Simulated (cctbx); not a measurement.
# What is wrong with this refinement?

Cell a = 2.9830 Å, b = 4.1930 Å, c = 9.0410 Å, α = 90.00°, β = 90.00°, γ = 90.00°; space group Immm (no. 71).

Simulated single-crystal data (cctbx): Mo Kα, λ = 0.71073 Å, to d = 0.84 Å, 50 % of the full sphere, strongest reflection 5000 counts, noise from counting, a 1.5 % proportional error and a noise floor of 2 counts (s.d.); no absorption, and some extinction, which the refinements don't model.

An isotropic refinement with weights 1/σ² prints:

```text
Rint 0.021, 65 unique reflections to 0.84 A
cycle     R1     wR2    GooF  max shift (A)
   1  0.7667  0.9593  34.879   0.16902
  10  0.1241  0.2313   8.409   0.00100
final R1 0.1241 wR2 0.2313 GooF 8.408  parameters 3  data/parameter 21.7
atom        x        y        z      Ueq    occ   su(xyz)  su(Uiso or U11)
Os1    0.50000  0.50000  0.82784   0.0184  1.000  0.00091  0.0023
Sb1    0.00000  0.00000  0.00000   0.0001  1.000  0.00000  0.0031
difference map: max 13.35 min -20.05 rms 2.97
Q1    0.0000  0.0000  0.2842    4   13.68  0.39 A from Os1
Q2    0.0000  0.0000  0.4406    4   12.12  1.02 A from Os1
Q3    0.2019  0.0000  0.1254    8    8.49  1.28 A from Sb1
Q4    0.0000  0.3202  0.5000    4    5.62  1.67 A from Sb1
Q5    0.1725  0.0730  0.3864   16    4.75  0.80 A from Os1
Q6    0.1815  0.0000  0.0000    4    3.98  0.54 A from Sb1
```

**Question.** Can this result stand? If not, what is the likely fault?

Mend it. The fault: start far from the minimum. Against the right model at the same level, R1 goes from 0.0169 to 0.1241 and GooF from 1.26 to 8.41, U of Sb1 shrinks from 0.0204 to the program's floor, the top difference peak, 13.7 e/Å³, lies 0.39 Å from Os1 and a hole of -20.1 e/Å³ opens. Least squares finds the nearest minimum, not the best.

The compound is SbOs2. The right model at the same level gives:

```text
Rint 0.021, 65 unique reflections to 0.84 A
cycle     R1     wR2    GooF  max shift (A)
   1  0.0729  0.1380   5.018   0.01100
   2  0.0169  0.0346   1.257   0.00000
final R1 0.0169 wR2 0.0346 GooF 1.257  parameters 3  data/parameter 21.7
atom        x        y        z      Ueq    occ   su(xyz)  su(Uiso or U11)
Os1    0.50000  0.50000  0.83448   0.0124  1.000  0.00008  0.0003
Sb1    0.00000  0.00000  0.00000   0.0204  1.000  0.00000  0.0005
difference map: max 1.38 min -1.84 rms 0.38
Q1    0.0000  0.5000  0.2663    4    1.39  1.75 A from Os1
Q2    0.0000  0.2812  0.0000    4    1.12  1.18 A from Sb1
Q3    0.0000  0.3718  0.1487    8    1.04  1.59 A from Os1
Q4    0.0000  0.5000  0.3913    4    1.04  1.79 A from Sb1
Q5    0.0000  0.0000  0.3975    4    0.93  0.57 A from Os1
Q6    0.1694  0.0000  0.3396    8    0.89  0.51 A from Os1
```

Isotropic U is held between 0.0001 and 1 Å² by the program, and listed peak heights are interpolated, so they can pass the grid's maximum.

The model is made up (kin elements in a known structure type, no relaxation), so it says nothing on whether the phase exists.

[Middle refinement cycles are left out of these outputs.]

[Logs are printed without paths, hosts, clocks, repeated set-up lines and the standing remarks that a program may print on its own settings, such as how far it seeks lower states.]
